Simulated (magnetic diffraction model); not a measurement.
**Cu2H3S3Cl: the ordered moment from one line**

Space group C2/m (no. 12), a = 11.6380 Å, b = 7.8940 Å, c = 7.0310 Å, β = 115.77°.

| site | atom | x | y | z |
| --- | --- | --- | --- | --- |
| 4f | Cu | 1/4 | 1/4 | 1/2 |
| 2a | Cu | 0 | 0 | 0 |
| 2c | Cu | 0 | 0 | 1/2 |
| 4i | Cl | 0.3073 | 0 | 0.1907 |
| 4i | S | 0.7782 | 0 | 0.3498 |
| 8j | S | 0.5477 | 0.7001 | 0.2658 |
| 4i | H | 0.7373 | 0 | 0.1785 |
| 8j | H | 0.4802 | 0.8015 | 0.2283 |

This is a made-up structure (elements placed in a structure type, unrelaxed), so the numbers test the method and describe no known phase.

Only Cu is taken to order (form factors of Cu2+); orders and moment sizes are assumed, and not adapted to the symmetry. Radiation: neutrons of λ = 2.52 Å, 5° to 60°; isotropic B of 0.33 Å² (Cu), 0.43 Å² (Cl), 0.4 Å² (S) and 0.46 Å² (H). The intensities are simulated: I ∝ L Σ (|F_N|² + |F_M⊥|²) for unpolarised neutrons, with F_M = 2.695 fm/μB × Σ f(s) S exp(2πi Q·r) exp(−B s²) at Q = H ± k (one set where k and −k are equivalent), only the part normal to Q counting and L = 1/(sin²θ cos θ). For collinear order S is the moment m, which repeats by lattice and centring translations R with the sign exp(−2πi k·R). Form factors are spin-only for 3d ions and dipole or tabulated for f ions, scattering lengths are Sears's of 1992, and absorption is left out. A label names one of the reflections at its angle. The strongest nuclear line in the range is 100, and lines under 0.2 are left out.

In a first state the assumed order is k = (0 1 0), collinear moments along [101], 0.95 μB on Cu; signs + at (1/4, 1/4, 1/2), − at (1/4, 3/4, 1/2), + at (0, 0, 0), − at (0, 0, 1/2), with this pattern:

```csv
2θ (°),index,nuclear,magnetic
18.37,(0 1 0),0.0,5.7
21.01,(1 0 -1),0.0,4.3
22.96,(0 0 1),49.6,0.0
23.05,(1 1 0),100.0,0.0
27.33,(2 0 -1),9.1,0.0
27.83,(2 0 0),31.4,0.0
28.05,(1 1 -1),57.5,0.0
29.56,(0 1 1),0.0,6.5
31.76,(1 0 1),0.0,0.5
33.13,(2 1 -1),0.0,5.3
33.55,(2 1 0),0.0,1.0
36.93,(1 1 1),57.4,0.0
37.23,(0 2 0),24.0,0.0
38.24,(3 0 -1),0.0,0.6
42.73,(3 1 -1),0.6,0.0
42.78,(2 0 -2),0.9,0.0
```
(The table stops after 16 lines; 24 more lie at higher angle.)

**Question.** Nearer the ordering temperature the line at 29.56° has total intensity 1.6 on the same scale, and all moments have shrunk alike. How large is the Cu moment?

The nuclear part, 0.0, stays, so the magnetic part is 1.6 against 6.5. It goes as m², so m = 0.95 × √(1.6/6.5) = 0.47 μB; the value used was 0.47 μB.

[Logs are printed without paths, hosts, clocks, repeated set-up lines and the standing remarks that a program may print on its own settings, such as how far it seeks lower states.]
